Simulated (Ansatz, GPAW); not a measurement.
# Reading EPR parameters

A crystal has the composition M2CdSe4, where M is a 3d element. A calculation (PBE+U, spin-orbit coupling in second variation, Ansatz) gives:

| Property | Result |
| --- | --- |
| S | 3/2 |
| g, averaged over the cell's ions | 1.9933 (isotropic) |
| moment in its sphere | 3.14 μB |

Q: Name the magnetic ion and its oxidation state.

The crystal is Cr2CdSe4, space group Fd-3m. The spin sits on Cr, with 6 Se at 2.54 Å round it. With the usual charges of the other elements M must be +3. High-spin ions of that charge with S = 3/2 are d3 and d7, Cr and Ni; the sign of the g shift picks Cr³⁺ d³. Low-spin ions are left aside. The shift is negative: in a shell less than half full the orbital moment opposes the spin.

[Hosts, paths, dates, database ids (printed as entryN), source tags and the programs' standing remarks are cut or masked in the printed files.]
